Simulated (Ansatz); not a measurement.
**Te on Au(110): change of the work function**

Aim: the work function of Au(110) at several coverages of Te (longbridge site), and the dipole that each adsorbate carries.

Main program and level: Ansatz 0.2.0; plane-wave DFT, PBE, Ansatz PAW.

### Step 1. Set-up

The cell holds 5 atoms: 5 Au. Cell: a = 4.080 Å, b = 2.885 Å, c = 23.770 Å, α = 90.0°, β = 90.0°, γ = 90.0°. Vacuum lies along c.

### Step 2. The clean slab

The bare slab comes first, as the zero from which every change is counted. The two lowest layers are held at bulk places and the upper ones relax. The dipole correction removes the false field that a one-sided slab makes across the periodic vacuum, so each face gets a flat vacuum level of its own.

File input.yaml:

```yaml
crystal:
  lattice:
    - [4.08, 0.0, 0.0]
    - [0.0, 2.8849956672, 0.0]
    - [0.0, 0.0, 23.7699913345]
  atoms:
    - { symbol: Au, position: [0.0, 0.0, 0.3786286614] }
    - { symbol: Au, position: [0.5, 0.5, 0.4393143307] }
    - { symbol: Au, position: [0.0, 0.0, 0.5] }
    - { symbol: Au, position: [0.5, 0.5, 0.5606856693] }
    - { symbol: Au, position: [0.0, 0.0, 0.6213713386] }
kpoints:
  mp_grid: { grid: [7, 10, 1] }
hamiltonian:
  xc: pbe
scf:
  occupations: { method: fermi_dirac, width: 0.1 }
  convergence: { dr2_threshold: 1.0e-08 }
efield:
  axis: 3
  dipole_correction: true
  ramp_position: 0.97
  ramp_width: 0.06
relax:
  f_tol: 0.02
  max_steps: 60
  constraints: [{ sites: [0, 1] }]
output:
  write_potential: true
  write_density: true
  volumetric_format: npy
```

The run is started by

```
> ansatz run input.yaml --threads 4 --pin off --max-ram 12288MiB --backend cpu --events-out ev --progress --plain --runs-dir out
```

Numbers of over 12 decimals in the logs are rounded to 6 here.

The log of the run:

```text
Engine: ansatz 0.2.0, aarch64-unknown-linux-gnu
Pseudopotentials: kind: paw
Pseudopotential: Au, paw, valence charge 19, recommended cutoff 420 eV (normal), Au.paw.azcp
Functional definition: PBE
  parameter kappa = 0.804
  parameter beta = 0.066725
  exchange = pbe_x(kappa = kappa, mu = beta*pi^2/3)
  correlation = pbe_c(beta = beta)
Crystal: 5 atoms, lattice volume = 279.791 Å³
Basis set: ecut = 420 eV, 5463 PW (Γ), exchange–correlation on 60×40×320 points (8 copies of the dense FFT grid, shifted against one another)
Bands: 57, of which v1, the nominal top of the filled ones, is band 48 counted from 1 (47 counted from 0)
Symmetry: 4 space group operations
k-points: 24 of 70
Non-local potential: Au, projectors of the file, l = 0: 3, l = 1: 2, l = 2: 2, l = 3: 1
PAW form: soft (Blöchl's): semilocal exchange-correlation on the pseudo side does not see the compensation charge
PAW one-centre angular grid: Au, 590 points (default); XC on 64 Gauss nodes
Initial density: superposition of atomic densities (neutral atoms: chi_scale 0, normalization atom), corrected by the library's trained network
Initial wavefunctions: pseudopotential atomic-orbital guess
Functional: x = pbe(κ = 0.804, μ = 0.219515), c = pbe(β = 0.066725)
SCF iter   1: F=—  HF=-65745.242347 eV  |F-HF|=—  |Δ(HF+E_count)|=         —  Δρ=2.20e-3  dr2=1.01e-1  ethr=1.77e-3  p=0.000 e·Å  D=4.73e-14 V/Å  ΔV_dip=-0.00 eV  dr2_dipole=4.62e-8  V_vac-E_F(+/−)=4.69/4.69 eV  ⟨swp⟩=8.5  Hψ=5885  notcnv=0  defer=17
efield: sawtooth ramp at fractional position 0.9700 (set: `efield.ramp_position`, or a place that a band, a saddle search or an elastic batch's reference lends), width 0.0600; the density the first Hamiltonian is built on has a dipole p = 0.000 e·Å; the dipole correction subtracts the counter field D = 4.73e-14 V/Å, which shifts the + side's vacuum level by -0.00 eV against the − side's; the planar-averaged density in the ramp window peaks in size at 5.0e-6 e/Å³
preconditioner: auto → LDOS  [metal: Δε(μ)=0.060 eV  Ē_g=8.421 eV  σ=0.100 eV  W_gap=0.15  n_scr=52 (ndim 8)  ℏωp=16.5 eV  f_vac=0.631  D(μ)=1.71/eV (n_scr^D=6)  β→1.0]
SCF iter   2: F=—  HF=-65745.252302 eV  |F-HF|=—  |Δ(HF+E_count)|=   9.96e-3  Δρ=2.29e-3  dr2=4.74e-2  ethr=1.06e-4  p=-0.000 e·Å  D=-2.97e-5 V/Å  ΔV_dip=0.00 eV  dr2_dipole=9.20e-8  V_vac-E_F(+/−)=5.08/5.08 eV  ⟨swp⟩=2.6  Hψ=2728  notcnv=0  defer=55
SCF iter   3: F=—  HF=-65745.243536 eV  |F-HF|=—  |Δ(HF+E_count)|=   8.77e-3  Δρ=3.53e-4  dr2=2.35e-4  ethr=4.99e-5  p=-0.000 e·Å  D=-1.08e-5 V/Å  ΔV_dip=0.00 eV  dr2_dipole=1.53e-8  V_vac-E_F(+/−)=5.00/5.00 eV  ⟨swp⟩=2.0  Hψ=2070  notcnv=0  defer=55
SCF iter   4: F=—  HF=-65745.243530 eV  |F-HF|=—  |Δ(HF+E_count)|=   5.59e-6  Δρ=1.24e-4  dr2=4.41e-5  ethr=2.47e-7  p=-0.000 e·Å  D=-2.84e-6 V/Å  ΔV_dip=0.00 eV  dr2_dipole=1.33e-9  V_vac-E_F(+/−)=5.01/5.01 eV  ⟨swp⟩=3.5  Hψ=2949  notcnv=0  defer=55
SCF iter   5: F=—  HF=-65745.243545 eV  |F-HF|=—  |Δ(HF+E_count)|=   1.44e-5  Δρ=3.32e-5  dr2=3.75e-6  ethr=4.64e-8  p=-0.000 e·Å  D=-2.44e-7 V/Å  ΔV_dip=0.00 eV  dr2_dipole=5.65e-11  V_vac-E_F(+/−)=5.01/5.01 eV  ⟨swp⟩=2.0  Hψ=1975  notcnv=0  defer=55
SCF iter   6: F=—  HF=-65745.243573 eV  |F-HF|=—  |Δ(HF+E_count)|=   2.80e-5  Δρ=9.32e-6  dr2=2.35e-7  ethr=3.95e-9  p=-0.000 e·Å  D=-7.64e-8 V/Å  ΔV_dip=0.00 eV  dr2_dipole=8.48e-12  V_vac-E_F(+/−)=5.01/5.01 eV  ⟨swp⟩=2.3  Hψ=2263  notcnv=0  defer=54
SCF iter   7: F=—  HF=-65745.243573 eV  |F-HF|=—  |Δ(HF+E_count)|=   3.52e-7  Δρ=3.52e-6  dr2=6.05e-8  ethr=2.47e-10  p=-0.000 e·Å  D=-2.02e-9 V/Å  ΔV_dip=0.00 eV  dr2_dipole=1.40e-13  V_vac-E_F(+/−)=5.01/5.01 eV  ⟨swp⟩=3.1  Hψ=2646  notcnv=0  defer=54
SCF iter   8: F=-65745.243573 eV  HF=-65745.243573 eV  |F-HF|=2.29e-8  |Δ(HF+E_count)|=   8.99e-9  Δρ=8.33e-7  dr2=1.68e-9  ethr=1.05e-11  p=-0.000 e·Å  D=-5.68e-9 V/Å  ΔV_dip=0.00 eV  dr2_dipole=3.27e-14  V_vac-E_F(+/−)=5.01/5.01 eV  ⟨swp⟩=8.2  Hψ=9797  notcnv=0
SCF 1 converged in 8 iterations: F = -65745.243573 eV  dr2 = 1.68e-9
  greatest PAW one-centre occupation: 1.000 electrons in one spin orbital (limit 2), on the Au atom at site 1 (counted from 0), in its partial waves of l = 0
relax step   1: F+E_penalty+E_count = -65745.24357306 eV  Δ(F+E_penalty+E_count) = +0.000e0 eV  max|allowed force component| = 7.127e-1 eV/Å  Δτ_max = 0.0000 Å  (8 SCF iters, accepted)
Initial density: handed on by an earlier stage of this run
Initial wavefunctions: those handed on with the density
iter 1 solved again at ethr=7.04e-5 eV; its pass at ethr=3.10e-3 eV (dr2=6.69e-2 eV) is discarded
SCF iter   1: F=—  HF=-65745.333863 eV  |F-HF|=—  |Δ(HF+E_count)|=         —  Δρ=4.79e-3  dr2=6.70e-2  ethr=7.04e-5  p=0.000 e·Å  D=1.40e-6 V/Å  ΔV_dip=-0.00 eV  dr2_dipole=3.83e-3  V_vac-E_F(+/−)=5.04/5.04 eV  ⟨swp⟩=1.9  Hψ=5565  notcnv=0  defer=54
efield: sawtooth ramp at fractional position 0.9700 (set: `efield.ramp_position`, or a place that a band, a saddle search or an elastic batch's reference lends), width 0.0600; the density the first Hamiltonian is built on has a dipole p = 0.000 e·Å; the dipole correction subtracts the counter field D = 1.40e-6 V/Å, which shifts the + side's vacuum level by -0.00 eV against the − side's; the planar-averaged density in the ramp window peaks in size at 3.7e-6 e/Å³
preconditioner: auto → LDOS  [metal: Δε(μ)=0.143 eV  Ē_g=8.448 eV  σ=0.100 eV  W_gap=0.31  n_scr=52 (ndim 8)  ℏωp=16.5 eV  f_vac=0.627  D(μ)=1.65/eV (n_scr^D=6)  β→1.0]
SCF iter   2: F=—  HF=-65745.336024 eV  |F-HF|=—  |Δ(HF+E_count)|=   2.16e-3  Δρ=3.09e-3  dr2=7.97e-2  ethr=7.04e-5  p=0.006 e·Å  D=4.05e-3 V/Å  ΔV_dip=-0.10 eV  dr2_dipole=9.17e-3  V_vac-E_F(+/−)=4.90/5.00 eV  ⟨swp⟩=2.1  Hψ=2467  notcnv=0  defer=54
SCF iter   3: F=—  HF=-65745.319582 eV  |F-HF|=—  |Δ(HF+E_count)|=   1.64e-2  Δρ=6.29e-4  dr2=1.22e-3  ethr=7.04e-5  p=0.000 e·Å  D=1.75e-5 V/Å  ΔV_dip=-0.00 eV  dr2_dipole=4.68e-5  V_vac-E_F(+/−)=5.01/5.01 eV  ⟨swp⟩=2.1  Hψ=2129  notcnv=0  defer=54
SCF iter   4: F=—  HF=-65745.319395 eV  |F-HF|=—  |Δ(HF+E_count)|=   1.87e-4  Δρ=2.40e-4  dr2=2.26e-4  ethr=1.28e-6  p=0.000 e·Å  D=2.10e-4 V/Å  ΔV_dip=-0.00 eV  dr2_dipole=5.38e-6  V_vac-E_F(+/−)=4.99/5.00 eV  ⟨swp⟩=3.0  Hψ=2765  notcnv=0  defer=54
SCF iter   5: F=—  HF=-65745.319344 eV  |F-HF|=—  |Δ(HF+E_count)|=   5.11e-5  Δρ=7.34e-5  dr2=2.07e-5  ethr=2.38e-7  p=0.000 e·Å  D=6.97e-5 V/Å  ΔV_dip=-0.00 eV  dr2_dipole=1.16e-6  V_vac-E_F(+/−)=5.00/5.00 eV  ⟨swp⟩=2.0  Hψ=1946  notcnv=0  defer=54
[...]
SCF iter   2: F=—  HF=-65745.326582 eV  |F-HF|=—  |Δ(HF+E_count)|=   7.06e-4  Δρ=1.27e-3  dr2=1.19e-2  ethr=9.07e-6  p=0.005 e·Å  D=3.01e-3 V/Å  ΔV_dip=-0.07 eV  dr2_dipole=2.15e-3  V_vac-E_F(+/−)=4.94/5.01 eV  ⟨swp⟩=2.2  Hψ=2654  notcnv=0  defer=57
SCF iter   3: F=—  HF=-65745.324175 eV  |F-HF|=—  |Δ(HF+E_count)|=   2.41e-3  Δρ=2.21e-4  dr2=2.03e-4  ethr=9.07e-6  p=0.001 e·Å  D=5.97e-4 V/Å  ΔV_dip=-0.01 eV  dr2_dipole=3.32e-5  V_vac-E_F(+/−)=4.99/5.01 eV  ⟨swp⟩=2.0  Hψ=2128  notcnv=0  defer=57
SCF iter   4: F=—  HF=-65745.324152 eV  |F-HF|=—  |Δ(HF+E_count)|=   2.26e-5  Δρ=9.30e-5  dr2=4.28e-5  ethr=2.13e-7  p=0.001 e·Å  D=5.29e-4 V/Å  ΔV_dip=-0.01 eV  dr2_dipole=4.82e-6  V_vac-E_F(+/−)=4.99/5.00 eV  ⟨swp⟩=3.4  Hψ=2750  notcnv=0  defer=57
SCF iter   5: F=—  HF=-65745.324168 eV  |F-HF|=—  |Δ(HF+E_count)|=   1.57e-5  Δρ=3.19e-5  dr2=4.61e-6  ethr=4.50e-8  p=0.001 e·Å  D=4.33e-4 V/Å  ΔV_dip=-0.01 eV  dr2_dipole=7.37e-7  V_vac-E_F(+/−)=4.99/5.00 eV  ⟨swp⟩=2.0  Hψ=1904  notcnv=0  defer=57
SCF iter   6: F=—  HF=-65745.324202 eV  |F-HF|=—  |Δ(HF+E_count)|=   3.40e-5  Δρ=5.25e-6  dr2=1.64e-7  ethr=4.85e-9  p=0.001 e·Å  D=3.77e-4 V/Å  ΔV_dip=-0.01 eV  dr2_dipole=6.42e-9  V_vac-E_F(+/−)=5.00/5.00 eV  ⟨swp⟩=2.0  Hψ=2051  notcnv=0  defer=57
SCF iter   7: F=-65745.324202 eV  HF=-65745.324202 eV  |F-HF|=5.03e-8  |Δ(HF+E_count)|=   7.01e-8  Δρ=1.71e-6  dr2=8.09e-9  ethr=1.05e-11  p=0.001 e·Å  D=3.77e-4 V/Å  ΔV_dip=-0.01 eV  dr2_dipole=5.46e-10  V_vac-E_F(+/−)=5.00/5.00 eV  ⟨swp⟩=8.8  Hψ=10527  notcnv=0
SCF 3 converged in 7 iterations: F = -65745.324202 eV  dr2 = 8.09e-9
relax step   3: F+E_penalty+E_count = -65745.32420190 eV  Δ(F+E_penalty+E_count) = -4.853e-3 eV  max|allowed force component| = 2.953e-2 eV/Å  Δτ_max = 0.0500 Å  (7 SCF iters, accepted)
SCF iter   1: F=—  HF=-65745.324587 eV  |F-HF|=—  |Δ(HF+E_count)|=         —  Δρ=4.03e-4  dr2=5.17e-4  ethr=5.89e-6  p=0.001 e·Å  D=3.77e-4 V/Å  ΔV_dip=-0.01 eV  dr2_dipole=5.29e-5  V_vac-E_F(+/−)=5.00/5.01 eV  ⟨swp⟩=3.2  Hψ=3168  notcnv=0  defer=57
efield: sawtooth ramp at fractional position 0.9700 (set: `efield.ramp_position`, or a place that a band, a saddle search or an elastic batch's reference lends), width 0.0600; the density the first Hamiltonian is built on has a dipole p = 0.001 e·Å; the dipole correction subtracts the counter field D = 3.77e-4 V/Å, which shifts the + side's vacuum level by -0.01 eV against the − side's; the planar-averaged density in the ramp window peaks in size at 7.7e-6 e/Å³
preconditioner: auto → LDOS  [metal: Δε(μ)=0.211 eV  Ē_g=8.392 eV  σ=0.100 eV  W_gap=0.43  n_scr=52 (ndim 8)  ℏωp=16.5 eV  f_vac=0.624  D(μ)=1.63/eV (n_scr^D=6)  β→1.0]
SCF iter   2: F=—  HF=-65745.324624 eV  |F-HF|=—  |Δ(HF+E_count)|=   3.71e-5  Δρ=3.30e-4  dr2=7.19e-4  ethr=5.44e-7  p=0.002 e·Å  D=1.19e-3 V/Å  ΔV_dip=-0.03 eV  dr2_dipole=1.16e-4  V_vac-E_F(+/−)=4.98/5.01 eV  ⟨swp⟩=2.6  Hψ=2923  notcnv=0  defer=57
SCF iter   3: F=—  HF=-65745.324473 eV  |F-HF|=—  |Δ(HF+E_count)|=   1.52e-4  Δρ=6.71e-5  dr2=1.87e-5  ethr=5.44e-7  p=0.001 e·Å  D=4.76e-4 V/Å  ΔV_dip=-0.01 eV  dr2_dipole=7.72e-7  V_vac-E_F(+/−)=5.00/5.01 eV  ⟨swp⟩=2.0  Hψ=2190  notcnv=0  defer=57
SCF iter   4: F=—  HF=-65745.324481 eV  |F-HF|=—  |Δ(HF+E_count)|=   8.66e-6  Δρ=2.63e-5  dr2=2.72e-6  ethr=1.97e-8  p=0.001 e·Å  D=5.27e-4 V/Å  ΔV_dip=-0.01 eV  dr2_dipole=3.66e-8  V_vac-E_F(+/−)=4.99/5.01 eV  ⟨swp⟩=2.8  Hψ=2529  notcnv=0  defer=57
SCF iter   5: F=—  HF=-65745.324502 eV  |F-HF|=—  |Δ(HF+E_count)|=   2.06e-5  Δρ=6.76e-6  dr2=1.63e-7  ethr=2.86e-9  p=0.001 e·Å  D=5.12e-4 V/Å  ΔV_dip=-0.01 eV  dr2_dipole=1.26e-8  V_vac-E_F(+/−)=4.99/5.01 eV  ⟨swp⟩=2.1  Hψ=1977  notcnv=0  defer=57
SCF iter   6: F=—  HF=-65745.324502 eV  |F-HF|=—  |Δ(HF+E_count)|=   7.76e-9  Δρ=1.32e-6  dr2=1.02e-8  ethr=1.71e-10  p=0.001 e·Å  D=5.03e-4 V/Å  ΔV_dip=-0.01 eV  dr2_dipole=8.11e-10  V_vac-E_F(+/−)=4.99/5.01 eV  ⟨swp⟩=2.0  Hψ=2319  notcnv=0  defer=57
SCF iter   7: F=-65745.324502 eV  HF=-65745.324502 eV  |F-HF|=4.28e-9  |Δ(HF+E_count)|=   6.81e-9  Δρ=3.68e-7  dr2=3.89e-10  ethr=1.05e-11  p=0.001 e·Å  D=5.03e-4 V/Å  ΔV_dip=-0.01 eV  dr2_dipole=5.80e-14  V_vac-E_F(+/−)=4.99/5.01 eV  ⟨swp⟩=9.8  Hψ=9065  notcnv=0
SCF 4 converged in 7 iterations: F = -65745.324502 eV  dr2 = 3.89e-10
relax step   4: F+E_penalty+E_count = -65745.32450200 eV  Δ(F+E_penalty+E_count) = -3.001e-4 eV  max|allowed force component| = 2.393e-3 eV/Å  Δτ_max = 0.0142 Å  (7 SCF iters, accepted)
NSCF: frozen V_eff on 24 k-points
the band table was solved once a step of the walk had ended and its energy, with any forces and stress, was formed, with the checks that follow a solve (7534 applications of the Hamiltonian). They found nothing against the state; the energy, forces and stress were not computed again (output.eigenvalues in the input reference)
WARN: The output density's exchange-correlation potential varies sharply where the density is thin. Do not read a vacuum level from v_tot or v_xc, or from such a field of the output density. On a cell that repeats whose density bears no net charge and no dipole along the vacuum's axis use v_es (v_loc + v_h of the components); under efield.dipole_correction with no amplitude use v_es + v_field, which holds any externa [...]
SCF converged after 7 iterations
Free energy (F): -65745.324502 eV
Harris-Foulkes:  -65745.324502 eV  (|F-HF|=4.28e-9)
Internal energy: -65745.271840 eV  (E = F + TS)
E sigma→0 (E₀):  -65745.298171 eV
Entropy (-TS):   -0.052662 eV (-10.532 meV/atom)
Fermi energy:    2.730034 eV
Dipole field:    D = 0.000503 V/Å  (p = 0.000777 e·Å, saw-weighted, corrected)
Work function:   Φ+ = 4.9946 eV   Φ− = 5.0066 eV
Levels:          The Fermi level and band energies are counted from a zero that moves with the ramp; work functions are not
--- Per-component energies (eV) ---
  E_band       = -2684.778231
  E_kinetic    = 3020.743951
  E_local      = -138905.064595  (includes V_loc(G=0)·N_el)
  E_nonlocal   = 372.630086
  E_hartree    = 68003.824534
  E_xc         = -1135.975125
  E_vxc        = -1370.313983  (∫ρ·V_xc dr)
  E_paw        = -48534.927066  (= ΣΔE_a)
  E_vpaw       = -1810.424327  (= ΣTr[D̂ρ^β])
  E_aug_tail   = 0.007224  (compensation charges beyond the density's cutoff)
  E_efield     = 0.000000  (sawtooth field / dipole correction)
  E_vefield    = -0.004789  (∫n·V_field dr)
  E_ewald      = 51433.489151
  E_smearing   = -0.052662  (= −TS)
  E_closure    = 0.000000  (closes the sum)
  Σ components = -65745.324502   (vs F -65745.324502, Δ=0.00e0)
--- Forces (eV/Å), atoms counted from 1 ---
  atom   1  Au    -0.00000000     0.00000000     0.18655856
  atom   2  Au    -0.00000000    -0.00000000    -0.18787524
  atom   3  Au     0.00000000     0.00000000     0.00194427
  atom   4  Au     0.00000000     0.00000000    -0.00239306
  atom   5  Au     0.00000000    -0.00000000     0.00175297
  max |Σ_I F_I| component: 1.25e-5 eV/Å
--- Band table (eV; the first three rows and the last of 24) ---
  k-point 0: bands = [... 44 lower, 0.8018, 0.9628, 1.2044, 1.2939, 3.1271, 5.4980, 5.8614, 7.4091, ... 5 higher]
  k-point 1: bands = [... 44 lower, 0.7056, 0.9612, 1.1396, 1.3978, 3.3806, 6.0827, 6.0838, 7.6054, ... 5 higher]
  k-point 2: bands = [... 44 lower, 0.6437, 0.8886, 1.2110, 1.7069, 4.0386, 6.6441, 7.4765, 8.0798, ... 5 higher]
  k-point 23: bands = [... 44 lower, 1.1267, 3.3414, 3.5457, 5.5369, 5.6203, 6.2326, 6.3159, 6.6006, ... 5 higher]
--- Relaxed structure (4 steps of the walk, 4 accepted, 0 SCFs on fresh bases) ---
  F+E_penalty+E_count = -65745.32450200 eV   max|allowed force component| = 2.393e-3 eV/Å
  atoms:
    - { symbol: Au, position: [0.0, 0.0, 0.3786286614] }
    - { symbol: Au, position: [0.5, 0.500000, 0.439314] }
    - { symbol: Au, position: [0, 0, 0.504071] }
    - { symbol: Au, position: [0.5, 0.500000, 0.570835] }
    - { symbol: Au, position: [0, 0, 0.628253] }
```

Run time: 34 s. Hardware: 4 threads of Arm Neoverse V1, shared host; peak memory 0.66 GiB; 2.2 min of CPU time.

Relaxation path:

| step | energy less that of the first step (eV) | largest force component (eV/Å) |
| --- | --- | --- |
| 1 | 0.0000 | 0.7127 |
| 2 | -0.0758 | 0.0951 |
| 3 | -0.0806 | 0.0295 |
| 4 | -0.0809 | 0.0024 |

The run keeps the 4 symmetry operations that it works with, so distortions that break them were not tested.

The atoms that moved most (Å):

| atom | dx | dy | dz | length |
| --- | --- | --- | --- | --- |
| Au4 | 0.000 | 0.000 | 0.241 | 0.241 |
| Au5 | 0.000 | 0.000 | 0.164 | 0.164 |
| Au3 | 0.000 | 0.000 | 0.097 | 0.097 |

The relaxed structure:

```xyz
5
Lattice="4.0800 0.0000 0.0000 0.0000 2.8850 0.0000 0.0000 0.0000 23.7700" Properties=species:S:1:pos:R:3
Au    0.0000    0.0000    9.0000
Au    2.0400    1.4425   10.4425
Au    0.0000    0.0000   11.9818
Au    2.0400    1.4425   13.5687
Au    0.0000    0.0000   14.9336
```

Numbers from this step:

```yaml
energy_at_zero_smearing: -65745.2982 eV
work_function_upper_face: 4.995 eV
dipole_along_the_normal: 7.77e-4 e·Å
```

Running mean over 1.442 Å of the planar mean; the ramp of the sawtooth is left out. Electron's electrostatic potential energy less the Fermi level against z:

z (Å), electron's electrostatic potential energy less the Fermi level (eV) and a bar from the least value:
```
      3.0       5.01 ##############################
      3.5       5.01 ##############################
      4.0       5.01 ##############################
      4.5       5.01 ##############################
      5.0       5.01 ##############################
      5.5       5.00 ##############################
      6.0       4.99 ##############################
      6.5       4.94 ##############################
      7.0       4.74 #############################
      7.5       3.82 ###########################
      8.0       0.74 #####################
      8.5      -3.68 ###########
      9.0      -6.98 ####
      9.5      -8.05 ##
     10.0      -8.25 #
     10.5      -8.07 ##
     11.0      -7.71 ###
     11.5      -7.71 ###
     12.0      -7.77 ##
     12.5      -7.36 ###
     13.0      -7.39 ###
     13.5      -8.19 #
     14.0      -8.87 
     14.5      -8.65 
     15.0      -7.03 ####
     15.5      -3.18 ############
     16.0       1.25 ######################
     16.5       4.05 ############################
     17.0       4.77 #############################
     17.5       4.94 ##############################
     18.0       4.98 ##############################
     18.5       4.99 ##############################
     19.0       4.99 ##############################
     19.5       4.99 ##############################
     20.0       4.99 ##############################
     20.5       4.99 ##############################
```

The relaxation took 4 steps and lowered the energy by 0.081 eV; the largest force on the free atoms ends at 0.0024 eV/Å.

The work function of the upper face is 4.99 eV.

(Continued in part 2 of 5.)

[Logs are printed without paths, hosts, clocks, repeated set-up lines and the standing remarks that a program may print on its own settings, such as how far it seeks lower states.]

[Hosts, paths, dates, database ids (printed as entryN), source tags and the programs' standing remarks are cut or masked in the printed files.]

[Maps of the electrostatic potential energy from Ansatz leave out the sawtooth potential of an applied field or a dipole correction, so their vacuum need not be flat; planar profiles and work functions include it.]
